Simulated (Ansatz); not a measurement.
## How many bands does the GW gap of TiO2 (Anatase) need?

How do accuracy and time trade against each other in G0W0 on TiO2 (Anatase)?

Program: Ansatz 0.2.0. Level of theory: G0W0 on PBE, plane waves, PAW. Results are calculated unless marked as measured.

## Step 1: Starting point

Symmetry: I4_1/amd, No. 141, tetragonal system. Conventional cell: a = 3.784 Å, b = 3.784 Å, c = 9.515 Å, α = 90.00°, β = 90.00°, γ = 90.00°. Nearest to Ti lie 6 O at 1.93 to 1.98 Å. Nearest to O lie 3 Ti at 1.93 to 1.98 Å. Farther neighbours and most contacts between anions are not listed.

The cell and positions come from the Crystallography Open Database and are kept as given unless a step says otherwise. The default PAW set here is soft_2. Its files were made with PBE.

## Step 2: 88 empty bands, screening to 69 eV

Now the one-shot GW correction: screening in the RPA, then the self-energy of the levels asked for.

input.yaml reads:

```yaml
crystal:
  lattice:
    - [-1.8921, 1.8921, 4.7573]
    - [1.8921, -1.8921, 4.7573]
    - [1.8921, 1.8921, -4.7573]
  atoms:
    - { symbol: Ti, position: [0.0, 0.0, 0.0] }
    - { symbol: Ti, position: [0.75, 0.25, 0.5] }
    - { symbol: O, position: [0.2081, 0.2081, 0.0] }
    - { symbol: O, position: [0.9581, 0.4581, 0.5] }
    - { symbol: O, position: [0.5419, 0.0419, 0.5] }
    - { symbol: O, position: [0.7919, 0.7919, 0.0] }
kpoints:
  mp_grid: { grid: [6, 6, 6] }
hamiltonian:
  xc: pbe
scf:
  occupations: { method: fixed }
gw:
  n_empty_bands: 88
  ecut_chi: 69
  qp_bands: [v2, c2]
  qp_kpoints: band_edges
  screening: { model: contour_deformation }
```

Launch:

```
$ ansatz run input.yaml --threads 3 --pin off --max-ram 64512MiB --backend cuda --events-out ev --progress --plain --runs-dir out --devices 1 --max-vram 24GiB  # rebuilt from the run's record
```

Numbers of over 12 decimals in the logs are rounded to 6 here.

What it wrote:

```text
GPUs: using 1 of 1 available (devices: 1).
Engine: ansatz 0.2.0, x86_64-unknown-linux-gnu
Pseudopotentials: kind: paw
Pseudopotential: Ti, paw, valence charge 12, recommended cutoff 420 eV (normal), Ti.paw.azcp
Pseudopotential: O, paw, valence charge 6, recommended cutoff 420 eV (normal), O.paw.azcp
Functional definition: PBE
  parameter kappa = 0.804
  parameter beta = 0.066725
  exchange = pbe_x(kappa = kappa, mu = beta*pi^2/3)
  correlation = pbe_c(beta = beta)
device memory: the entry about to start is reckoned to put 1.2 GiB on a device that reports 44.7 GiB free (of which the cap on the GPU budget leaves the run 24.0 GiB)
GPU FFT provider: cuFFT
GPU libraries: cuBLAS 13.8.2, cuFFT 12.4.0, cuSOLVER 12.3.4
Crystal: 6 atoms, lattice volume = 68.125 Å³
Basis set: ecut = 420 eV, 1315 PW (Γ)
Bands: 30, of which v1, the nominal top of the filled ones, is band 24 counted from 1 (23 counted from 0)
Symmetry: 16 space group operations
Space group: I41/amd (ITA 141), of the structure as read, at distance tolerance 4.1e-5 Å
k-points: 30 of 216
Non-local potential: Ti, projectors of the file, l = 0: 3, l = 1: 2, l = 2: 3, l = 3: 1
Non-local potential: O, projectors of the file, l = 0: 2, l = 1: 2, l = 2: 1
PAW form: soft (Blöchl's): semilocal exchange-correlation on the pseudo side does not see the compensation charge
PAW one-centre angular grid: Ti, 590 points (default); XC on 64 Gauss nodes
PAW one-centre angular grid: O, 110 points (default); XC on 64 Gauss nodes
Initial density: superposition of atomic densities (neutral atoms: chi_scale 0, normalization atom), corrected by the library's trained network
Initial wavefunctions: pseudopotential atomic-orbital guess
GPU buffer pool allocated for 64000 grid points (all kernels)
GPU transforms: local potential and band sums: pruned to the plane-wave sphere, on 40×40×40
Functional: x = pbe(κ = 0.804, μ = 0.219515), c = pbe(β = 0.066725)
SCF iter   1: F=—  HF=-7277.469444 eV  |F-HF|=—  |Δ(HF+E_count)|=         —  Δρ=3.44e-3  dr2=3.18e-3  ethr=1.77e-3  ⟨swp⟩=4.1  Hψ=3412  notcnv=0  defer=78
preconditioner: auto → none  [insulator: Δε(μ)=2.183 eV  Ē_g=9.668 eV  n_scr=14 (ndim 8)  ℏωp=25.4 eV  f_vac=0.102  ε∞_Penn≈7.9]
SCF iter   2: F=—  HF=-7277.471126 eV  |F-HF|=—  |Δ(HF+E_count)|=   1.68e-3  Δρ=2.66e-3  dr2=3.64e-3  ethr=6.63e-6  ⟨swp⟩=3.2  Hψ=1878  notcnv=0  defer=120
SCF iter   3: F=—  HF=-7277.470946 eV  |F-HF|=—  |Δ(HF+E_count)|=   1.80e-4  Δρ=1.46e-3  dr2=9.74e-4  ethr=6.63e-6  ⟨swp⟩=2.0  Hψ=1371  notcnv=0  defer=120
SCF iter   4: F=—  HF=-7277.471071 eV  |F-HF|=—  |Δ(HF+E_count)|=   1.25e-4  Δρ=5.98e-4  dr2=1.55e-4  ethr=2.03e-6  ⟨swp⟩=2.0  Hψ=1204  notcnv=0  defer=120
SCF iter   5: F=—  HF=-7277.471109 eV  |F-HF|=—  |Δ(HF+E_count)|=   3.85e-5  Δρ=1.19e-4  dr2=5.70e-6  ethr=3.22e-7  ⟨swp⟩=2.0  Hψ=1120  notcnv=0  defer=64
SCF iter   6: F=-7277.471112 eV  HF=-7277.471112 eV  |F-HF|=4.60e-9  |Δ(HF+E_count)|=   2.67e-6  Δρ=1.17e-5  dr2=5.25e-8  ethr=2.08e-10  ⟨swp⟩=7.8  Hψ=3764  notcnv=0
SCF 1 converged in 6 iterations: F = -7277.471112 eV  dr2 = 5.25e-8
  greatest PAW one-centre occupation: 0.999 electrons in one spin orbital (limit 2), on the Ti atom at site 1 (counted from 0), in its partial waves of l = 0
device memory: the entry about to start is reckoned to put 1.3 GiB (of the 1.4 GiB reckoned in all, the device holds 0.1 GiB already) on a device that reports 44.6 GiB free (of which the cap on the GPU budget leaves the run 23.9 GiB)
NSCF: frozen V_eff on 30 k-points, pencils in batches of 32, up to order 120
the band table was solved once the SCF had ended and its energy, with any forces and stress, was formed, with the checks that follow a solve (3859 applications of the Hamiltonian). They found nothing against the state; the energy, forces and stress were not computed again (output.eigenvalues in the input reference)
device memory: the entry about to start is reckoned to put 3.5 GiB on a device that reports 44.7 GiB free (of which the cap on the GPU budget leaves the run 24.0 GiB)
NSCF: frozen V_eff on 30 k-points, pencils in batches of 32, up to order 468
G₀W₀ screening: q 1/30
[... further progress lines ...]
device memory: the entry about to start is reckoned to put 0.6 GiB on a device that reports 44.6 GiB free (of which the cap on the GPU budget leaves the run 24.0 GiB)
NSCF: frozen V_eff on 1 k-points
device memory: the entry about to start is reckoned to put 0.6 GiB on a device that reports 44.6 GiB free (of which the cap on the GPU budget leaves the run 24.0 GiB)
NSCF: frozen V_eff on 1 k-points
device memory: the entry about to start is reckoned to put 0.6 GiB on a device that reports 44.6 GiB free (of which the cap on the GPU budget leaves the run 24.0 GiB)
NSCF: frozen V_eff on 1 k-points
SCF converged after 6 iterations
Free energy (F): -7277.471112 eV
Harris-Foulkes:  -7277.471112 eV  (|F-HF|=4.60e-9)
Internal energy: -7277.471112 eV  (E = F + TS)
E sigma→0 (E₀):  -7277.471112 eV
Fermi energy:    7.290149 eV
--- Per-component energies (eV) ---
  E_band       = -455.205566
  E_kinetic    = 1248.477498
  E_local      = -3570.329959  (includes V_loc(G=0)·N_el)
  E_nonlocal   = 196.559977
  E_hartree    = 1385.281100
  E_xc         = -492.965259
  E_vxc        = -624.309321  (∫ρ·V_xc dr)
  E_paw        = -2722.308975  (= ΣΔE_a)
  E_vpaw       = -476.184549  (= ΣTr[D̂ρ^β])
  E_aug_tail   = 0.010058  (compensation charges beyond the density's cutoff)
  E_ewald      = -3322.195552
  E_smearing   = -0.000000  (= −TS)
  E_closure    = 0.000000  (closes the sum)
  Σ components = -7277.471112   (vs F -7277.471112, Δ=0.00e0)
--- Band table (eV; the first three rows and the last of 30) ---
  k-point 0: bands = [... 20 lower, 6.5768, 6.5768, 6.8603, 6.8603, 9.4571, 10.1979, 11.3381, 11.3381, ... 2 higher]
  k-point 1: bands = [... 20 lower, 5.9961, 6.1682, 6.6813, 7.0711, 10.2981, 10.3998, 10.5942, 11.0350, ... 2 higher]
  k-point 2: bands = [... 20 lower, 5.2662, 6.3837, 6.7441, 7.2230, 10.4095, 10.6690, 10.8331, 11.1645, ... 2 higher]
  k-point 29: bands = [... 20 lower, 6.0736, 6.0736, 7.2097, 7.2097, 9.8146, 9.8146, 11.1183, 11.1183, ... 2 higher]
--- G₀W₀: contour deformation, 6 samples at zero and on the imaginary axis and 2 off it, 216 q-points, 88 empty bands' worth ---
  eigenvalues of the whole cell's RPA ε∞ on this k-mesh (on a slab, of 1 + 4πα/V) = 6.1057, 6.6507, 6.6507; static W/v taken at q = 0 is 0.153388
  bands read: the sum over 112 bands ends inside a degenerate multiplet in 3 slots, whose members it reads at an even weight; the widest, k=0: bands 112 to 113 (counted from 1) at 1/2 each
  gw.qp_kpoints: band_edges: 24 of 30 stored k-points solved, in 1 pass; an edge of the gap read off the rows below is read off those points alone
    valence top: of the k-points left out ik 7 came nearest to being solved in a further pass, in band 24 (counted from 1, as in the quasiparticle table): it holds the edge there only if its correction is more favourable than any solved in that band by at least 0.494 eV; those differ by 0.127 eV
    conduction bottom: of the k-points left out ik 27 came nearest to being solved in a further pass, in band 25 (counted from 1, as in the quasiparticle table): it holds the edge there only if its correction is more favourable than any solved in that band by at least 0.892 eV; those differ by 0.170 eV
    ik  band        ε_KS         Σx   Σc(E_QP)       V_xc       Z   E_QP_lin       E_QP  E_QP is
     0    23      6.8603   -25.3206     4.9583   -20.3244  0.7103     6.8223     6.8223  root
     0    24      6.8603   -25.3206     4.9583   -20.3244  0.7103     6.8223     6.8223  root
     0    25      9.4571   -13.0752    -6.1509   -20.7917  0.7359    11.0736    11.0227  root
     0    26     10.1979   -13.4563    -6.9950   -22.1402  0.7159    11.9630    11.8868  root
     1    23      6.6813   -25.8880     4.9672   -20.8930  0.7181     6.6535     6.6535  root
     1    24      7.0711   -25.7413     4.9313   -20.8004  0.7169     7.0616     7.0617  root
     1    25     10.2981   -13.3669    -7.0442   -22.0988  0.7158    12.0626    11.9858  root
     1    26     10.3998   -14.3012    -6.0593   -21.9275  0.7172    12.0289    11.9669  root
     2    23      6.7441   -25.3313     4.9159   -20.3801  0.7121     6.7088     6.7089  root
     2    24      7.2230   -25.6906     4.9137   -20.7911  0.7146     7.2372     7.2372  root
     2    25     10.4095   -13.6317    -7.0175   -22.3636  0.7151    12.2038    12.1240  root
     2    26     10.6690   -14.7392    -6.4582   -22.8996  0.7143    12.4499    12.3713  root
     3    23      7.2901   -25.8087     4.8964   -20.9375  0.7171     7.3154     7.3154  root
     3    24      7.2901   -25.8087     4.8964   -20.9375  0.7171     7.3154     7.3154  root
     3    25     10.6937   -13.8838    -7.1180   -22.7148  0.7084    12.4930    12.4067  root
     3    26     10.6937   -13.8838    -7.1180   -22.7148  0.7084    12.4930    12.4067  root
     4    23      6.6095   -26.0100     4.5141   -21.5857  0.7245     6.6992     6.6994  root
     4    24      6.8711   -25.6509     4.9210   -20.7074  0.7167     6.8485     6.8485  root
     4    25     10.0153   -14.0527    -5.9280   -21.5349  0.7249    11.6242    11.5695  root
     4    26     10.3109   -13.4936    -6.9665   -22.1321  0.7146    12.0589    11.9829  root
     5    23      6.6821   -25.9317     4.9579   -20.9314  0.7213     6.6396     6.6397  root
     5    24      6.9221   -25.2441     4.8697   -20.3507  0.7117     6.8983     6.8984  root
     5    25     10.3804   -13.5301    -7.0089   -22.2382  0.7158    12.1576    12.0796  root
     5    26     10.5690   -14.2344    -6.6913   -22.6385  0.7170    12.3602    12.2818  root
[...]
28    23      6.7042   -25.1805     4.8076   -20.3453  0.7127     6.6765     6.6765  root
    28    24      6.7042   -25.1805     4.8076   -20.3453  0.7127     6.6765     6.6765  root
    28    25     10.3065   -13.8871    -6.4487   -21.9573  0.7193    11.9945    11.9279  root
    28    26     10.3065   -13.8871    -6.4487   -21.9573  0.7193    11.9945    11.9279  root
    29    23      7.2097   -26.1440     4.8162   -21.3790  0.7224     7.2608     7.2609  root
    29    24      7.2097   -26.1440     4.8162   -21.3790  0.7224     7.2608     7.2609  root
    29    25      9.8146   -13.2308    -6.5536   -21.4109  0.7269    11.5043    11.4411  root
    29    26      9.8146   -13.2308    -6.5536   -21.4109  0.7269    11.5043    11.4411  root
```

The job ended after 98 s (1 × NVIDIA H100 80GB HBM3 (shared by 3 runs) with 3 threads of AMD EPYC 7R13 (Zen 3), shared host; peak memory 1.2 GiB; 2.4 min of CPU time).

In the SCF lines HF is the Harris–Foulkes energy and dr2 the Hartree energy of the density residual, in eV; the loop may stop once dr2 is under the threshold and the program's other checks hold. Hψ counts applications of the Hamiltonian.

Numbers from this step:

| Property | Result |
| --- | --- |
| bands summed | 112 |
| RPA ε∞ on this mesh (eigenvalues) | 6.106, 6.651, 6.651 |
| plane waves in the screening matrix | 103 |
| q-points in the mesh | 216 |
| G0W0 gap on the mesh | 3.707 eV |
| k of the valence top | 0, 0, -0.5 |
| k of the conduction bottom | 0, 0, 0 |
| starting gap on the mesh | 2.167 eV |
| Z at the valence top | 0.7171 |
| Z at the conduction bottom | 0.7359 |
| least direct G0W0 gap on the computed points | 4.023 eV |

The gap on the mesh goes from 2.17 eV to 3.71 eV, a correction of +1.54 eV. Between the two edge states, bare exchange in place of the xc potential would open the gap by 12.59 eV, and correlation takes back 11.05 eV.

## Step 3: 250 empty bands, screening to 138 eV

Bands and screening cutoff are moved together, since each hides the error of the other.

Edit input.yaml of step 2 so:

```diff
@@ -19,4 +19,4 @@
 gw:
-  n_empty_bands: 88
-  ecut_chi: 69
+  n_empty_bands: 250
+  ecut_chi: 138
   qp_bands: [v2, c2]
```

What it wrote:

```text
GPUs: using 1 of 1 available (devices: 1).
[...]
GPU FFT provider: cuFFT
GPU libraries: cuBLAS 13.8.2, cuFFT 12.4.0, cuSOLVER 12.3.4
Crystal: 6 atoms, lattice volume = 68.125 Å³
Basis set: ecut = 420 eV, 1315 PW (Γ)
Bands: 30, of which v1, the nominal top of the filled ones, is band 24 counted from 1 (23 counted from 0)
Symmetry: 16 space group operations
[...]
k-points: 30 of 216
[...]
GPU buffer pool allocated for 64000 grid points (all kernels)
[...]
SCF iter   1: F=—  HF=-7277.469444 eV  |F-HF|=—  |Δ(HF+E_count)|=         —  Δρ=3.44e-3  dr2=3.18e-3  ethr=1.77e-3  ⟨swp⟩=4.1  Hψ=3412  notcnv=0  defer=78
[...]
SCF iter   6: F=-7277.471112 eV  HF=-7277.471112 eV  |F-HF|=4.60e-9  |Δ(HF+E_count)|=   2.67e-6  Δρ=1.17e-5  dr2=5.25e-8  ethr=2.08e-10  ⟨swp⟩=7.8  Hψ=3764  notcnv=0
SCF 1 converged in 6 iterations: F = -7277.471112 eV  dr2 = 5.25e-8
[...]
NSCF: frozen V_eff on 30 k-points, pencils in batches of 32, up to order 120
[...]
NSCF: frozen V_eff on 30 k-points
G₀W₀ screening: q 1/30
[... further progress lines ...]
[...]
SCF converged after 6 iterations
Free energy (F): -7277.471112 eV
[...]
Internal energy: -7277.471112 eV  (E = F + TS)
E sigma→0 (E₀):  -7277.471112 eV
Fermi energy:    7.290149 eV
[...]
--- Band table (eV; the first three rows and the last of 30) ---
  k-point 0: bands = [... 20 lower, 6.5768, 6.5768, 6.8603, 6.8603, 9.4571, 10.1979, 11.3381, 11.3381, ... 2 higher]
  k-point 1: bands = [... 20 lower, 5.9961, 6.1682, 6.6813, 7.0711, 10.2981, 10.3998, 10.5942, 11.0350, ... 2 higher]
  k-point 2: bands = [... 20 lower, 5.2662, 6.3837, 6.7441, 7.2230, 10.4095, 10.6690, 10.8331, 11.1645, ... 2 higher]
  k-point 29: bands = [... 20 lower, 6.0736, 6.0736, 7.2097, 7.2097, 9.8146, 9.8146, 11.1183, 11.1183, ... 2 higher]
[...]
0    23      6.8603   -25.3206     4.6777   -20.3244  0.7015     6.5394     6.5417  root
     0    24      6.8603   -25.3206     4.6777   -20.3244  0.7015     6.5394     6.5417  root
     0    25      9.4571   -13.0752    -6.5481   -20.7917  0.7307    10.6520    10.6255  root
     0    26     10.1979   -13.4563    -7.4083   -22.1402  0.7101    11.5140    11.4735  root
     1    23      6.6813   -25.8880     4.6537   -20.8930  0.7112     6.3376     6.3400  root
     1    24      7.0711   -25.7413     4.6284   -20.8004  0.7087     6.7567     6.7587  root
     1    25     10.2981   -13.3669    -7.4557   -22.0988  0.7102    11.6151    11.5742  root
     1    26     10.3998   -14.3012    -6.4679   -21.9275  0.7108    11.5897    11.5583  root
[...]
29    23      7.2097   -26.1440     4.4895   -21.3790  0.7145     6.9327     6.9342  root
    29    24      7.2097   -26.1440     4.4895   -21.3790  0.7145     6.9327     6.9342  root
    29    25      9.8146   -13.2308    -6.9575   -21.4109  0.7213    11.0699    11.0371  root
    29    26      9.8146   -13.2308    -6.9575   -21.4109  0.7213    11.0699    11.0371  root
```

It took 85 s on 1 × NVIDIA H100 80GB HBM3 (shared by 3 runs) with 3 threads; peak memory 1.7 GiB.

Numbers from this step:

* bands summed: 274
* RPA ε∞ on this mesh (eigenvalues): 6.020, 6.569, 6.569
* plane waves in the screening matrix: 253
* q-points in the mesh: 216
* G0W0 gap on the mesh: 3.614 eV
* k of the valence top: 0, 0, -0.5
* k of the conduction bottom: 0, 0, 0
* starting gap on the mesh: 2.167 eV
* Z at the valence top: 0.7086
* Z at the conduction bottom: 0.7307
* least direct G0W0 gap on the computed points: 3.946 eV

Against the run with 6×6×6 mesh, 88 empty bands, screening to 69 eV, the gap moves by −0.09 eV.

## Step 4: 539 empty bands, screening to 230 eV

Edit input.yaml of step 3 so:

```diff
@@ -19,4 +19,4 @@
 gw:
-  n_empty_bands: 250
-  ecut_chi: 138
+  n_empty_bands: 539
+  ecut_chi: 230.0
   qp_bands: [v2, c2]
```

What it wrote:

```text
GPUs: using 1 of 1 available (devices: 1).
[...]
GPU FFT provider: cuFFT
GPU libraries: cuBLAS 13.8.2, cuFFT 12.4.0, cuSOLVER 12.3.4
Crystal: 6 atoms, lattice volume = 68.125 Å³
Basis set: ecut = 420 eV, 1315 PW (Γ)
Bands: 30, of which v1, the nominal top of the filled ones, is band 24 counted from 1 (23 counted from 0)
Symmetry: 16 space group operations
[...]
k-points: 30 of 216
[...]
1    26     10.3998   -14.3012    -6.6505   -21.9275  0.7074    11.3975    11.3757  root
[...]
29    23      7.2097   -26.1440     4.2603   -21.3790  0.7100     6.6999     6.7050  root
    29    24      7.2097   -26.1440     4.2603   -21.3790  0.7100     6.6999     6.7050  root
    29    25      9.8146   -13.2308    -7.1236   -21.4109  0.7184    10.8952    10.8711  root
    29    26      9.8146   -13.2308    -7.1236   -21.4109  0.7184    10.8952    10.8711  root
[key lines of the parts left out:]
SCF converged after 6 iterations
Free energy (F): -7277.471112 eV
Fermi energy:    7.290149 eV
```

The job ended after 96 s (1 × NVIDIA H100 80GB HBM3 (shared by 3 runs) with 3 threads; peak memory 3.2 GiB).

This step gave:

```yaml
bands_summed: 563
rpa_eps_infinity_on_this_mesh_eigenvalues: 5.992, 6.546, 6.546
plane_waves_in_the_screening_matrix: 559
g0w0_gap_on_the_mesh: 3.670 eV
k_of_the_valence_top: 0, 0, -0.5
k_of_the_conduction_bottom: 0, 0, 0
starting_gap_on_the_mesh: 2.167 eV
least_direct_g0w0_gap_on_the_computed_points: 4.010 eV
```

Against the run with 6×6×6 mesh, 250 empty bands, screening to 138 eV, the gap moves by +0.06 eV.

(Continued in part 2 of 2.)

[Paths, hosts, dates, memory and timing lines, banners, echoed tables and standing remarks are left out of the program output.]

[Logs are printed without paths, hosts, clocks, repeated set-up lines and the standing remarks that a program may print on its own settings, such as how far it seeks lower states.]

[Runs of the session that timed out or met a known fault of the program may be left out.]

[Cells called generated may have been cut or substituted from an entry of the Crystallography Open Database or the Materials Project.]

[Hosts, paths, dates, database ids (printed as entryN), source tags and the programs' standing remarks are cut or masked in the printed files.]
